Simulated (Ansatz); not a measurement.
# U and J of Cu in NaCuCl3 in the perovskite structure from cRPA, part 2 of 2

Wanted: U, U′ and J for a model of NaCuCl3 in the perovskite structure, with the screening inside the target bands removed.

PBE, spin-polarised; plane waves, collinear spin, no spin–orbit coupling.

So far. Step 3 (Target: d shell with ligand p, bands v14 to v1 (loose …): On average 35 % of these bands' weight lies on the d shell and 61 % on ligand p.

## (4) Target: d shell with ligand p, bands v14 to v1 (sum over bands, screening cutoff 136 eV, 20 empty bands)

With the ligand bands in the model the orbitals are more compact and transitions between ligand and shell no longer screen. The screening is summed over a limited number of empty bands, which is cheaper and leaves a tail out.

Contents of input.yaml:

```yaml
crystal:
  lattice:
    - [4.805367724, 0.0, 0.0]
    - [0.0, 4.805367724, 0.0]
    - [0.0, 0.0, 4.805367724]
  atoms:
    - { symbol: Na, position: [0.5, 0.5, 0.5] }
    - { symbol: Cu, position: [0.0, 0.0, 0.0], spin: 1.0 }
    - { symbol: Cl, position: [0.5, 0.0, 0.0] }
    - { symbol: Cl, position: [0.0, 0.5, 0.0] }
    - { symbol: Cl, position: [0.0, 0.0, 0.5] }
magnetization:
  spin_polarized: true
kpoints:
  mp_grid: { grid: [4, 4, 4] }
hamiltonian:
  xc: pbe
scf:
  occupations: { method: fermi_dirac, width: 0.1 }
  n_extra_bands: 16
output:
  eigenvalues: true
  crpa:
    kmesh: [4, 4, 4]
    target_bands: [v14, v1]
    projections: [{ species: Cu, l: d }, { species: Cl, l: p }]
    accuracy: sum_over_states
    n_empty_bands: 20
    ecut_chi: 136
```

Launch:

```console
ansatz run input.yaml --threads 4 --pin off --max-ram 8192MiB --backend cpu --events-out ev --progress --plain --runs-dir out
```

Numbers of over 12 decimals in the logs are rounded to 6 here.

What it wrote:

```text
[...]
Crystal: 5 atoms, lattice volume = 110.963 Å³
Basis set: ecut = 420 eV, 2109 PW (Γ)
Bands: 41, of which v1, the nominal top of the filled ones, is band 25 counted from 1 (24 counted from 0)
Symmetry: 48 space group operations
[...]
k-points: 10 of 64
[...]
Starting moments: Σ|m| = 1 μB on 1 of 5 sites
[...]
screened uu: U = 6.3374 eV, U' = 5.0693 eV, J = 0.6020 eV
      screened ud: U = 6.3374 eV, U' = 5.0693 eV, J = 0.6020 eV
      screened dd: U = 6.3374 eV, U' = 5.0693 eV, J = 0.6020 eV
      bare: V = 13.5819 eV, V' = 12.0742 eV, J = 0.7155 eV
      bare uu: V = 13.5819 eV, V' = 12.0742 eV, J = 0.7155 eV
      bare ud: V = 13.5819 eV, V' = 12.0742 eV, J = 0.7155 eV
      bare dd: V = 13.5819 eV, V' = 12.0742 eV, J = 0.7155 eV
[...]
[key lines of the parts left out:]
SCF converged after 18 iterations
Magnetization: 0.0000 μB (24.5000 up, 24.5000 down)
Free energy (F): -11354.732630 eV
Fermi energy:    3.680849 eV
```

The job ended after 72 s (4 threads of Arm Neoverse V1, shared host; peak memory 0.87 GiB; 4.6 min of CPU time).

On average 35 % of these bands' weight lies on the d shell and 61 % on ligand p.

crpa.toml, one line in 2:

```text
format = "ansatz-crpa/5"
gauge = "projected_orbitals"
channels = "collinear"
n_wann = 14
coulomb_singularity = "probe_charge" # how the value at q + G = 0 is made
n_bands_solved = 50 # n_bands and the guard bands above it
ecut_chi_ev = 136.0 # of the sum over states
n_g_chi_max = 432 # of the sum over states
window_electrons = 26.999999999999993
window_electrons_down = 13.499995966696137
head_ev = 0.7743180383222286 # what the value at q + G = 0 adds to the screened u_ev, u_prime_ev and u_bar_ev
accuracy = "sum_over_states" # no bound
[[shells]]
l = "d"
wannier_functions = [1, 2, 3, 4, 5] # counted from 1, as the tensor files' indices are

u_ev = 11.32427756814845
j_ev = 0.8266259016241344
[shells.screened.uu]
u_prime_ev = 9.665486422725557

u_ev = 11.324277568148418
j_ev = 0.8266259016241311
[shells.screened.dd]
u_prime_ev = 9.665485151790673

v_ev = 27.470218771068225
j_ev = 0.9523021676811565
[shells.bare.uu]
v_prime_ev = 25.562180006041963

v_ev = 27.47021877106817
j_ev = 0.9523021676811526
[shells.bare.dd]
v_prime_ev = 25.56217668041094

site = 2 # counted from 0, as a deck's `site` is
label = "3P" # of the pseudo-atomic shell
mr = [1, 2, 3] # each function's real harmonic by wannier90's number, 1 to 2l+1, in the order of wannier_functions
[shells.screened]
u_prime_ev = 5.069273862068875

u_ev = 6.337355960068423
j_ev = 0.6019788257643607
[shells.screened.ud]
u_prime_ev = 5.069273862068868

u_ev = 6.337355323585115
j_ev = 0.6019787230063405
[shells.bare]
v_prime_ev = 12.074171846558636

v_ev = 13.581894752386782
j_ev = 0.7154752885312646
[shells.bare.ud]
v_prime_ev = 12.074171846558622

v_ev = 13.58189333314376
j_ev = 0.7154751669164306
[[shells]]
l = "p"
wannier_functions = [9, 10, 11] # counted from 1, as the tensor files' indices are

u_ev = 6.337355641824684
j_ev = 0.6019787743873389
[shells.screened.uu]
u_prime_ev = 5.069274130674352

u_ev = 6.3373556418246615
j_ev = 0.6019787743873355
[shells.screened.dd]
u_prime_ev = 5.069273593466541

v_ev = 13.581894042759435
j_ev = 0.7154752277258369
[shells.bare.uu]
v_prime_ev = 12.074172509903578

v_ev = 13.581894042759396
j_ev = 0.7154752277258328
[shells.bare.dd]
v_prime_ev = 12.074171183213066

site = 4 # counted from 0, as a deck's `site` is
label = "3P" # of the pseudo-atomic shell
mr = [1, 2, 3] # each function's real harmonic by wannier90's number, 1 to 2l+1, in the order of wannier_functions
[shells.screened]
u_prime_ev = 5.069273862066156

u_ev = 6.33735596006091
j_ev = 0.6019788257655598
[shells.screened.ud]
u_prime_ev = 5.069273862066151

u_ev = 6.337355323577896
j_ev = 0.6019787230076022
[shells.bare]
v_prime_ev = 12.074171846549712

v_ev = 13.581894752372003
j_ev = 0.7154752885326228
[shells.bare.ud]
v_prime_ev = 12.074171846549698

v_ev = 13.581893333129884
j_ev = 0.715475166917866
```

| shell | U (eV) | U′ (eV) | J (eV) | bare U (eV) | bare J (eV) |
| --- | --- | --- | --- | --- | --- |
| Cu2 d | 11.32 | 9.67 | 0.83 | 27.47 | 0.95 |
| Cl3 p | 6.34 | 5.07 | 0.60 | 13.58 | 0.72 |
| Cl4 p | 6.34 | 5.07 | 0.60 | 13.58 | 0.72 |
| Cl5 p | 6.34 | 5.07 | 0.60 | 13.58 | 0.72 |

## (5) Target: d shell with ligand p, bands v14 to v1 (tighter bound)

With the ligand bands in the model the orbitals are more compact and transitions between ligand and shell no longer screen. The bound on the screening is tightened.

input.yaml, as its differences from that of step 4:

```diff
@@ -26,4 +26,2 @@
     projections: [{ species: Cu, l: d }, { species: Cl, l: p }]
-    accuracy: sum_over_states
-    n_empty_bands: 20
-    ecut_chi: 136
+    accuracy: medium
```

What it wrote:

```text
[...]
Crystal: 5 atoms, lattice volume = 110.963 Å³
Basis set: ecut = 420 eV, 2109 PW (Γ)
Bands: 41, of which v1, the nominal top of the filled ones, is band 25 counted from 1 (24 counted from 0)
Symmetry: 48 space group operations
[...]
k-points: 10 of 64
[...]
Starting moments: Σ|m| = 1 μB on 1 of 5 sites
[...]
screened uu, to within: U = 7.6e-3 eV, U' = 7.6e-3 eV, J = 6.4e-4 eV
      screened ud, to within: U = 7.6e-3 eV, U' = 7.6e-3 eV, J = 6.4e-4 eV
      screened dd, to within: U = 7.6e-3 eV, U' = 7.6e-3 eV, J = 6.4e-4 eV
      bare: V = 13.5819 eV, V' = 12.0742 eV, J = 0.7155 eV
      bare uu: V = 13.5819 eV, V' = 12.0742 eV, J = 0.7155 eV
      bare ud: V = 13.5819 eV, V' = 12.0742 eV, J = 0.7155 eV
      bare dd: V = 13.5819 eV, V' = 12.0742 eV, J = 0.7155 eV
[...]
[key lines of the parts left out:]
SCF converged after 18 iterations
Magnetization: 0.0000 μB (24.5000 up, 24.5000 down)
Free energy (F): -11354.732630 eV
Fermi energy:    3.680849 eV
```

Elapsed: 10 min, on 4 threads; peak memory 1.2 GiB.

On average 35 % of these bands' weight lies on the d shell and 61 % on ligand p.

| shell | U (eV) | U′ (eV) | J (eV) | bare U (eV) | bare J (eV) |
| --- | --- | --- | --- | --- | --- |
| Cu2 d | 9.20 | 7.61 | 0.80 | 27.47 | 0.95 |
| Cl3 p | 5.88 | 4.85 | 0.49 | 13.58 | 0.72 |
| Cl4 p | 5.88 | 4.85 | 0.49 | 13.58 | 0.72 |
| Cl5 p | 5.88 | 4.85 | 0.49 | 13.58 | 0.72 |

## (6) All models together

| target | settings | U(Cu) (eV) | J (eV) | U over bare U | CPU time |
| --- | --- | --- | --- | --- | --- |
| d shell with ligand p | loose bound | 9.20 | 0.80 | 0.33 | 36 min |
| d shell with ligand p | sum over bands, screening cutoff 136 eV, 20 empty bands | 11.32 | 0.83 | 0.41 | 4.6 min |
| d shell with ligand p | tighter bound | 9.20 | 0.80 | 0.33 | 39 min |

## (7) What came out

- U(Cu), d shell with ligand p: 9.20 eV
- J(Cu), d shell with ligand p: 0.795 eV

**Reading.** For Cu in NaCuCl3 in the perovskite structure the d shell with ligand p model has U = 9.20 eV and J = 0.80 eV. In the d shell with ligand p model screening cuts U from 27.5 to 9.20 eV, while J keeps 84 % of its bare value, since exchange moves no net charge and is hard to screen. The plain sum over bands gives 11.32 eV, +23 % from the bounded value, at 0.12 times its CPU time. The values are static and belong to projected orbitals on a coarse mesh, with which they are not converged; they are not the U of linear response. The cell was built from a prototype and relaxed; a distortion that needs a larger cell, or another structure that the compound may prefer, is not captured.

[Logs and program files are shortened in this print: banners, set-up blocks, solver, clock and traceback lines can be left out without a mark of their own.]

[Logs are printed without paths, hosts, clocks, repeated set-up lines and the standing remarks that a program may print on its own settings, such as how far it seeks lower states.]

[Hosts, paths, dates, database ids (printed as entryN), source tags and the programs' standing remarks are cut or masked in the printed files.]

[Where a cell is said to come from a database of computed structures, the database is the Materials Project.]
